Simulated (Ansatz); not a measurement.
# CsPbCl3 (Pm-3m): band gap by G0W0 on PBE

Aim: the quasiparticle gap of CsPbCl3 (Pm-3m), starting from PBE.

Program: Ansatz 0.2.0. Level of theory: PBE, then G0W0 on it, plane waves, PAW. Results are calculated unless marked as measured.

Most raw output is cut from this account.

In doubt: masses and optical values from hybrid runs of this build are listed as unsure (in some of the runs), which bears on the screening that GW takes from such a start.

## (1) Starting point

It takes space group Pm-3m (No. 221, cubic). The conventional cell has a = 5.605 Å, b = 5.605 Å, c = 5.605 Å, α = 90.00°, β = 90.00°, γ = 90.00°. Nearest to Cs lie 12 Cl at 3.96 Å. Nearest to Pb lie 6 Cl at 2.80 Å. Nearest to Cl lie 2 Pb at 2.80 Å and 4 Cs at 3.96 Å. Farther neighbours and most contacts between anions are not listed.

The cell and positions come from the Crystallography Open Database and are kept as given unless a step says otherwise. Spin-orbit coupling is left out unless a step names it. The default PAW set here is soft_2. Its files were made with PBE.

## (2) The PBE band structure

Levels along a band path and on the mesh show where this functional puts the band edges.

This step: DFT, PBE, plane waves, PAW.

Input file input.yaml:

```yaml
crystal:
  lattice:
    - [5.605, 0.0, 0.0]
    - [0.0, 5.605, 0.0]
    - [0.0, 0.0, 5.605]
  atoms:
    - { symbol: Cs, position: [0.0, 0.0, 0.0] }
    - { symbol: Pb, position: [0.5, 0.5, 0.5] }
    - { symbol: Cl, position: [0.5, 0.5, 0.0] }
    - { symbol: Cl, position: [0.0, 0.5, 0.5] }
    - { symbol: Cl, position: [0.5, 0.0, 0.5] }
kpoints:
  mp_grid: { grid: [4, 4, 4] }
  band_path:
    path:
      - [[0.0, 0.0, 0.0], [0.0, 0.5, 0.0], [0.5, 0.5, 0.0], [0.0, 0.0, 0.0], [0.5, 0.5, 0.5], [0.0, 0.5, 0.0]]
      - [[0.5, 0.5, 0.5], [0.5, 0.5, 0.0]]
    npoints: 10
hamiltonian:
  xc: pbe
scf:
  occupations: { method: fermi_dirac, width: 0.02 }
  n_extra_bands: 5
output:
  eigenvalues: true
  write_density: true
  write_potential: true
  elf: true
  volumetric_format: npy
```

Run with:

```console
> ansatz run input.yaml --threads 3 --pin off --max-ram 64512MiB --backend cuda --events-out ev --progress --plain --runs-dir out --devices 1 --max-vram 24GiB  # rebuilt from the run's record
```

Wall time 5.2 s (1 × NVIDIA H100 80GB HBM3 (shared by 3 runs) with 3 threads of AMD EPYC 7R13 (Zen 3), shared host); peak memory 0.98 GiB.

Numbers from this step:

```yaml
filled_bands: 22
gap: 1.926 eV
valence_top_at: R
conduction_bottom_at: R
least_direct_gap: 1.926 eV
```

Over mesh and path the gap is 1.926 eV, direct, at k = (0.500, 0.500, 0.500).

The electronic bands at the labelled points (eV, zero at the top of the highest nominally filled band):

| point | band 19 | band 20 | band 21 | band 22 | band 23 | band 24 | band 25 | band 26 |
| --- | --- | --- | --- | --- | --- | --- | --- | --- |
| Γ | -2.65 | -2.54 | -2.54 | -2.54 | 3.34 | 4.27 | 4.27 | 5.18 |
| halfway | -2.70 | -2.60 | -2.60 | -2.44 | 3.84 | 4.62 | 4.67 | 4.82 |
| X | -2.75 | -2.65 | -2.65 | -1.70 | 3.02 | 4.67 | 5.18 | 5.32 |
| halfway | -2.74 | -2.66 | -2.41 | -1.46 | 2.76 | 4.07 | 5.10 | 5.15 |
| M | -2.84 | -2.77 | -2.23 | -0.82 | 2.51 | 2.51 | 4.91 | 5.37 |
| halfway | -2.67 | -2.64 | -2.44 | -2.27 | 4.08 | 4.24 | 4.62 | 5.03 |
| Γ | -2.65 | -2.54 | -2.54 | -2.54 | 3.34 | 4.27 | 4.27 | 5.18 |
| halfway | -2.46 | -2.46 | -2.45 | -2.11 | 3.90 | 3.90 | 3.98 | 4.87 |
| R | -2.22 | -2.22 | -2.22 | 0.00 | 1.93 | 1.93 | 1.93 | 5.09 |
| halfway | -2.50 | -2.47 | -2.37 | -1.26 | 2.48 | 3.67 | 3.82 | 5.19 |
| X | -2.75 | -2.65 | -2.65 | -1.70 | 3.02 | 4.67 | 5.18 | 5.32 |
| jump to R | -2.22 | -2.22 | -2.22 | 0.00 | 1.93 | 1.93 | 1.93 | 5.09 |
| halfway | -2.45 | -2.45 | -2.23 | -0.62 | 2.22 | 2.22 | 3.49 | 5.45 |
| M | -2.84 | -2.77 | -2.23 | -0.82 | 2.51 | 2.51 | 4.91 | 5.37 |

ELF in the ac plane at fractional y = 0.500, with atoms of Pb and Cl within 0.2 Å of it. It is the smooth field of the valence electrons, not physical close to the nuclei.

Ten even steps from '0' (0.00) to '9' (0.88), each cell a mean:
```
0003799768985100
0001589999973000
2100157887631001
6520012333200135
9852012332210378
9984134444422699
8995244112423798
4896243001433896
6896243001433897
9995134334422799
9973123444311589
7631011222100157
3200135665420013
0000379999852000
0002699889985100
0003799648996200
```
Columns run along a (5.6 Å), rows up along c (5.6 Å). Atoms in or near the plane, at fractional coordinates: Pb at (0.50, 0.50), Cl at (0.50, 0.00), Cl at (0.00, 0.50).

Valence density in the ac plane at fractional y = 0.500, with atoms of Pb and Cl within 0.2 Å of it. It is the smooth field of the valence electrons, not physical close to the nuclei.

Values in e/Å³, 16 rows by 16 columns, each cell a mean:
```
0.0 0.0 0.0 0.0 0.1 0.5 1.4 1.5 1.1 1.6 1.0 0.3 0.1 0.0 0.0 0.0
0.0 0.0 0.0 0.0 0.1 0.3 0.8 1.4 1.5 1.2 0.6 0.2 0.1 0.0 0.0 0.0
0.0 0.0 0.0 0.0 0.1 0.2 0.4 0.6 0.7 0.5 0.2 0.1 0.0 0.0 0.0 0.0
0.1 0.1 0.1 0.0 0.0 0.1 0.2 0.3 0.3 0.2 0.1 0.1 0.0 0.0 0.1 0.1
0.3 0.3 0.1 0.1 0.1 0.1 0.2 0.4 0.4 0.3 0.2 0.1 0.1 0.1 0.2 0.3
1.1 0.8 0.4 0.2 0.1 0.3 0.7 1.4 1.7 1.1 0.5 0.2 0.1 0.2 0.6 1.0
1.6 1.5 0.8 0.3 0.2 0.5 2.0 4.3 5.1 3.3 1.1 0.3 0.2 0.5 1.2 1.6
0.5 1.5 1.1 0.4 0.3 0.8 3.0 7.0 8.5 5.1 1.7 0.4 0.3 0.7 1.5 1.1
1.1 1.6 1.0 0.4 0.3 0.7 2.5 5.8 7.0 4.3 1.4 0.4 0.3 0.6 1.4 1.5
1.5 1.2 0.6 0.2 0.2 0.4 1.2 2.5 3.0 2.0 0.7 0.2 0.2 0.4 0.8 1.4
0.6 0.4 0.2 0.1 0.1 0.2 0.4 0.7 0.8 0.5 0.3 0.1 0.1 0.2 0.3 0.5
0.2 0.1 0.1 0.0 0.0 0.1 0.2 0.3 0.3 0.2 0.1 0.1 0.0 0.1 0.1 0.1
0.0 0.0 0.0 0.0 0.0 0.1 0.2 0.4 0.4 0.3 0.2 0.1 0.0 0.0 0.0 0.0
0.0 0.0 0.0 0.0 0.1 0.2 0.6 1.0 1.1 0.8 0.4 0.1 0.1 0.0 0.0 0.0
0.0 0.0 0.0 0.0 0.1 0.4 1.2 1.6 1.5 1.5 0.8 0.3 0.1 0.0 0.0 0.0
0.0 0.0 0.0 0.0 0.2 0.6 1.5 1.1 0.5 1.6 1.1 0.3 0.1 0.0 0.0 0.0
```
Columns run along a (5.6 Å), rows up along c (5.6 Å). Atoms in or near the plane, at fractional coordinates: Pb at (0.50, 0.50), Cl at (0.50, 0.00), Cl at (0.00, 0.50).

## (3) One-shot GW

G0W0 replaces the xc potential by a self-energy built once from the orbitals of the start. Levels are corrected in the window of bands that the input names, at points of the mesh.

This step: G0W0 on PBE, plane waves, PAW.

input.yaml, the sections that differ from step 2:

```yaml
kpoints:
  mp_grid: { grid: [4, 4, 4] }
scf:
  occupations: { method: fixed }
gw:
  n_empty_bands: 1047
  ecut_chi: 190.0
  qp_bands: [v2, c2]
  qp_kpoints: band_edges
  screening: { model: contour_deformation }
# crystal, hamiltonian: as in step 2
# output: removed
```

Elapsed: 39 s, on 1 × NVIDIA H100 80GB HBM3 (shared by 3 runs) with 3 threads; peak memory 3.8 GiB; 63 s of CPU time.

Numbers from this step:

* bands summed: 1069
* RPA ε∞ on this mesh (eigenvalues): 4.345, 4.345, 4.345
* plane waves in the screening matrix: 1021
* q-points in the mesh: 64
* G0W0 gap over the corrected points: 3.276 eV
* k of the valence top: -0.5, -0.5, -0.5
* k of the conduction bottom: -0.5, -0.5, -0.5
* starting gap on the mesh: 1.926 eV
* Z at the valence top: 0.7750
* Z at the conduction bottom: 0.8042
* least direct G0W0 gap over the corrected points: 3.276 eV

Over 3 of 10 irreducible mesh points the G0W0 gap is 3.276 eV, direct, at k = (-0.500, -0.500, -0.500). The PBE gap of this run on the mesh is 1.926 eV. The two states that bound the G0W0 gap lie that far apart at the start, so the correction of the gap is 3.276 − 1.926 = +1.350 eV.

Labels follow the order of the start: v1 is the top filled band, c1 the lowest empty one; levels that stay degenerate share a row, the window can cut a multiplet, doubted levels are not marked in this list, bands outside the window were not corrected, and the list may be a part of the corrected levels. Levels before and after the correction, in eV, zero at the valence-band top of each column:

|  | conduction bottom | valence top |
| --- | --- | --- |
| Kohn-Sham | 1.93 | 0.00 |
| G0W0 | 3.28 | 0.00 |

|  | level | occupation | energy (eV) |
| --- | --- | --- | --- |
| Kohn-Sham | (-0.5 -0.5 -0.5) v2 | 2 | -2.224 |
| Kohn-Sham | (-0.5 -0.5 -0.5) v1 | 2 | 0.000 |
| Kohn-Sham | (-0.5 -0.5 -0.5) c1-c2 | 0 | 1.926 |
| G0W0 | (-0.5 -0.5 -0.5) v2 | 2 | -2.664 |
| G0W0 | (-0.5 -0.5 -0.5) v1 | 2 | 0.000 |
| G0W0 | (-0.5 -0.5 -0.5) c1-c2 | 0 | 3.276 |

The parts of the quasiparticle energy for the two states that bound the G0W0 gap, in eV on the run's own scale (QP = start + Σx + Σc − Vxc, with Σc at the quasiparticle energy):

| edge | k | band | start | Σx | Σc | Vxc | Z | QP |
| --- | --- | --- | --- | --- | --- | --- | --- | --- |
| valence top | (-0.500, -0.500, -0.500) | 22 | 4.122 | −20.399 | 0.671 | −18.747 | 0.775 | 3.141 |
| conduction bottom | (-0.500, -0.500, -0.500) | 23 | 6.048 | −7.899 | −3.412 | −11.679 | 0.804 | 6.417 |

## (4) Spin-orbit coupling

This run has two-component orbitals with spin-orbit coupling.

This step: DFT, PBE with spin-orbit coupling, plane waves, PAW.

input.yaml, the sections that differ from step 3:

```yaml
kpoints:
  mp_grid: { grid: [4, 4, 4] }
  band_path:
    path: [[0.0, 0.0, 0.0], [0.0, 0.5, 0.0], [0.5, 0.5, 0.0], [0.5, 0.5, 0.5]]
    npoints: 1
scf:
  occupations: { method: fixed }
  n_extra_bands: 10
magnetization:
  noncollinear: true
  spin_orbit: true
output:
  eigenvalues: true
  write_density: true
  write_potential: true
  elf: true
  volumetric_format: npy
# crystal, hamiltonian: as in step 3
# gw: removed
```

Wall time 5 s (1 × NVIDIA H100 80GB HBM3 (shared by 3 runs) with 3 threads); peak memory 1.1 GiB; 8 s of CPU time.

Numbers from this step:

| Property | Result |
| --- | --- |
| gap | 0.6955 eV |
| valence top at | R |
| conduction bottom at | R |
| least direct gap | 0.6955 eV |

Over mesh and listed points the gap is 0.695 eV, direct, at k = (0.500, 0.500, 0.500). PBE+SOC against PBE: 0.695 − 1.926 = −1.231 eV, with the same mesh, set of files (read in its fully relativistic form for the spin-orbit run) and cutoff, and both edges at the same k points. The spin-orbit run sees mesh and listed points alone, so its gap is an upper bound: the coupling can move an edge off these points, and the change over the zone, its sign included where it is small, is not known.

## (5) Side by side

Each gap is the least one over the points named; times are wall times on shared hosts, not benchmarks. A G0W0 time includes the run's own self-consistent start. Runs with listed points see these and the mesh alone, so an edge that moves elsewhere is missed. Rows marked * are further runs, not shown as steps, whose inputs differ from the G0W0 step on the same start in the columns given; solver thresholds can differ too. Symmetry makes (0.500, 0.500, 0.500) and (-0.500, -0.500, -0.500) one point.

| level | mesh | files, cutoff | bands summed, screening | points | gap (eV) | valence top | conduction bottom | least direct gap (eV) | time |
| --- | --- | --- | --- | --- | --- | --- | --- | --- | --- |
| PBE | 4×4×4 | soft_2 PAW, 420 eV | - | mesh and path | 1.926 | (0.500, 0.500, 0.500) | (0.500, 0.500, 0.500) | 1.926 | 5.2 s |
| PBE+SOC | 4×4×4 | soft_2 PAW, 420 eV | - | mesh and listed points | 0.695 | (0.500, 0.500, 0.500) | (0.500, 0.500, 0.500) | 0.695 | 5 s |
| G0W0@PBE* | 4×4×4 | soft_2 PAW, 420 eV | 194, 57 eV | 5 of 10 irreducible mesh points | 2.911 | (-0.500, -0.500, -0.500) | (-0.500, -0.500, -0.500) | 2.911 | 7.3 s |
| G0W0@PBE* | 4×4×4 | soft_2 PAW, 420 eV | 508, 114 eV | 3 of 10 irreducible mesh points | 3.085 | (-0.500, -0.500, -0.500) | (-0.500, -0.500, -0.500) | 3.085 | 11 s |
| G0W0@PBE | 4×4×4 | soft_2 PAW, 420 eV | 1069, 190 eV | 3 of 10 irreducible mesh points | 3.276 | (-0.500, -0.500, -0.500) | (-0.500, -0.500, -0.500) | 3.276 | 39 s |
| G0W0@PBE* | 2×2×2 | soft_2 PAW, 420 eV | 508, 114 eV | all 4 irreducible mesh points | 2.977 | (-0.500, -0.500, -0.500) | (-0.500, -0.500, -0.500) | 2.977 | 8.9 s |
| G0W0@PBE* | 4×4×4 | soft_2 PAW, 420 eV | 1069, 190 eV, plasmon pole | 3 of 10 irreducible mesh points | 3.195 | (-0.500, -0.500, -0.500) | (-0.500, -0.500, -0.500) | 3.195 | 31 s |

## (6) What came out

| Property | Result |
| --- | --- |
| PBE gap over mesh and path | 1.926 eV, direct, at k = (0.500, 0.500, 0.500) |
| G0W0@PBE gap over 3 of 10 irreducible mesh points | 3.276 eV, direct, at k = (-0.500, -0.500, -0.500) |
| PBE+SOC gap over mesh and listed points | 0.695 eV |
| GW settings | 4×4×4 mesh, 1047 empty bands, screening to 190 eV |
| known limits | finite bands, screening cutoff and k mesh; no spin-orbit coupling in G0W0 |

In words: Over 3 of 10 irreducible mesh points the G0W0 gap is 3.276 eV, direct, at k = (-0.500, -0.500, -0.500). The PBE gap of this run on the mesh is 1.926 eV. The two states that bound the G0W0 gap lie that far apart at the start, so the correction of the gap is 3.276 − 1.926 = +1.350 eV. The valence state moves by 3.141 − 4.122 = −0.981 eV and the conduction state by 6.417 − 6.048 = +0.369 eV, on the run's own scale; with 194 bands the edge states move by −0.257 and +0.728 eV, so the split between the edges depends on the bands and cutoff. Both edges that PBE shows over mesh and path lie at k points where levels were corrected. Levels at other points were not corrected, so a lower G0W0 gap elsewhere in the zone is not ruled out. From 194 bands and 57 eV to 1069 bands and 190 eV the gap moves by 3.276 − 2.911 = +0.365 eV (rung by rung 2.911, 3.085, 3.276 eV); bands and screening cutoff rise together, so their parts are not told apart. A line in one over the bands through the two highest rungs gives 3.276 + (3.276 − 3.085) × 508 / (1069 − 508) = 3.449 eV, and through the pair below 3.085 + (3.085 − 2.911) × 194 / (508 − 194) = 3.193 eV. The two differ by 0.256 eV, not under the 0.030 eV asked, so the law does not hold well over these rungs and the limit is not known. With the 2×2×2 mesh in place of the 4×4×4 mesh and all else as in the G0W0@PBE row with 508 bands, the gap differs by 2.977 − 3.085 = −0.108 eV, and that of the start by 1.872 − 1.926 = −0.054 eV. With the plasmon pole model in place of the contour deformation model and all else as in the G0W0@PBE row with 1069 bands, the gap differs by 3.195 − 3.276 = −0.081 eV. G0W0 on other starts in this series, not shown as steps and not all at these settings: 3.707 eV on HSE06 (4×4×4, soft_2 PAW, 1069 bands, 190 eV) and 3.915 eV on PBE0 (4×4×4, soft_2 PAW, 1069 bands, 190 eV). PBE+SOC against PBE: 0.695 − 1.926 = −1.231 eV, with the same mesh, set of files (read in its fully relativistic form for the spin-orbit run) and cutoff, and both edges at the same k points. The spin-orbit run sees mesh and listed points alone, so its gap is an upper bound: the coupling can move an edge off these points, and the change over the zone, its sign included where it is small, is not known. What spin-orbit coupling does to the G0W0 levels was not computed, so no sum with the G0W0 gap is formed. The G0W0 runs are scalar-relativistic. This is the ideal cubic cell; tilts or off-centring, which many perovskites show locally, are not in it. G0W0@PBE runs of this series with other atomic data on the same mesh, not shown as steps, give 3.260 eV (hard PAW, 660 eV, 1578 bands, screening to 247 eV); where bands and cutoffs differ too, the part of the files is not isolated.

[Paths, hosts, dates, memory and timing lines, banners, echoed tables and standing remarks are left out of the program output.]

[Logs are printed without paths, hosts, clocks, repeated set-up lines and the standing remarks that a program may print on its own settings, such as how far it seeks lower states.]

[Runs of the session that timed out or met a known fault of the program may be left out.]

[Cells called generated may have been cut or substituted from an entry of the Crystallography Open Database or the Materials Project.]

[Hosts, paths, dates, database ids (printed as entryN), source tags and the programs' standing remarks are cut or masked in the printed files.]

[Where an RPA ε∞ is given, it is that of the G0W0 mesh and is not shown converged in it. Names of k-points follow the symmetry that the program found, which can be lower than the space group named. Band edges on a path are those of the sampled points; other points can move an edge, and change direct to indirect where valleys lie close.]

[Hybrid gaps are those of their k-mesh and are not shown converged in it.]
